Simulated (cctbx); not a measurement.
# A disordered crystal of nominal KEr2I7

Cell a = 15.4640 Å, b = 7.8000 Å, c = 13.8570 Å, α = 90.00°, β = 90.00°, γ = 90.00°; space group Pnma (no. 62); nominal formula KEr2I7.

Simulated single-crystal data (cctbx): synchrotron X-rays, λ = 0.6889 Å, to d = 0.8 Å, 50 % of the full sphere, strongest reflection 5000 counts, noise from counting, a 4 % proportional error and a noise floor of 2 counts (s.d.); no absorption.

With every site full:

```text
Rint 0.069, 1804 unique reflections to 0.80 A
cycle     R1     wR2    GooF  max shift (A)
   1  0.1356  0.2913   3.814   0.00368
   2  0.0432  0.0989   1.295   0.00006
final R1 0.0433 wR2 0.0989 GooF 1.295  parameters 51  data/parameter 35.4
atom        x        y        z      Ueq    occ   su(xyz)  su(Uiso or U11)
Er1    0.74850  0.25000  0.34943   0.0031  1.000  0.00006  0.0004
Er2    0.74069  0.25000  0.04473   0.0105  1.000  0.00007  0.0005
I1     0.88947  0.25000  0.18895   0.0034  1.000  0.00009  0.0006
I2     0.36720  0.52270  0.53482   0.0043  1.000  0.00012  0.0004
I3     0.36929  0.50895  0.07061   0.0066  1.000  0.00012  0.0004
I4     0.32010  0.50766  0.80501   0.0022  1.000  0.00011  0.0004
K2     0.53854  0.25000  0.69994  -0.0172  1.000  0.00021  0.0011  NPD
difference map: max 7.35 min -5.58 rms 0.70
Q1    0.0367  0.2500  0.8125    4    7.47  0.17 A from K2
Q2    0.1018  0.7500  0.0994    4    2.81  2.36 A from I2
Q3    0.0405  0.7500  0.8726    4    2.46  1.38 A from I1
Q4    0.2183  0.6851  0.3847    8    2.45  1.96 A from I4
Q5    0.1745  0.5582  0.9607    8    2.35  1.37 A from I2
Q6    0.0968  0.7500  0.2464    4    2.32  2.19 A from K2
```

With the occupancies of the suspect sites free, each still typed as its main element:

```text
Rint 0.069, 1804 unique reflections to 0.80 A
cycle     R1     wR2    GooF  max shift (A)
   1  0.0916  0.2017   2.642   0.00022
  20  0.0329  0.0741   0.971   0.00001
final R1 0.0327 wR2 0.0739 GooF 0.968  parameters 53  data/parameter 34.0
atom        x        y        z      Ueq    occ   su(xyz)  su(Uiso or U11)
Er1    0.74851  0.25000  0.34944   0.0039  1.000  0.00005  0.0003
Er2    0.74069  0.25000  0.04475   0.0048  0.881  0.00005  0.0004
I1     0.88944  0.25000  0.18894   0.0043  1.000  0.00007  0.0004
I2     0.36722  0.52274  0.53479   0.0051  1.000  0.00009  0.0003
I3     0.36931  0.50894  0.07065   0.0075  1.000  0.00009  0.0003
I4     0.32010  0.50766  0.80501   0.0032  1.000  0.00008  0.0003
K2     0.53858  0.25000  0.69992  -0.0046  1.296  0.00015  0.0011  NPD
su of occupancy Er2: 0.005
su of occupancy K2: 0.017
difference map: max 2.79 min -2.75 rms 0.56
Q1    0.1028  0.7500  0.1004    4    2.87  2.36 A from I2
Q2    0.0384  0.2058  0.8165    8    2.60  0.41 A from K2
Q3    0.2173  0.6863  0.3863    8    2.43  1.97 A from I4
Q4    0.0396  0.7500  0.8735    4    2.32  1.40 A from I1
Q5    0.1770  0.2500  0.3617    4    2.24  1.63 A from Er2
Q6    0.0871  0.7500  0.2252    4    2.24  1.98 A from K2
```

**Question.** What is the disorder?

X-rays count electrons. Er2 refines to 0.881(0.005), or 59.9 electrons; the site truly holds 0.85 Er and 0.15 K, 60.6 electrons, which is 0.892 of Er; K2 refines to 1.296(0.017), or 24.6 electrons; the site truly holds 0.85 K and 0.15 Er, 26.3 electrons, which is 1.387 of K. A value under 1 can't tell vacancies from a lighter guest, and one over 1 needs a heavier guest; chemistry or a second radiation must settle which. Occupancy correlates with U and the scale, and the two elements' form factors differ in shape, so the match is approximate.

Freeing them takes R1 from 0.0433 to 0.0327 and GooF from 1.29 to 0.97.

The model was made for the exercise: a known structure type with other elements put in, its volume estimated, not relaxed; displacement parameters are assumed.

[Middle refinement cycles are left out of these outputs.]

[Logs are printed without paths, hosts, clocks, repeated set-up lines and the standing remarks that a program may print on its own settings, such as how far it seeks lower states.]
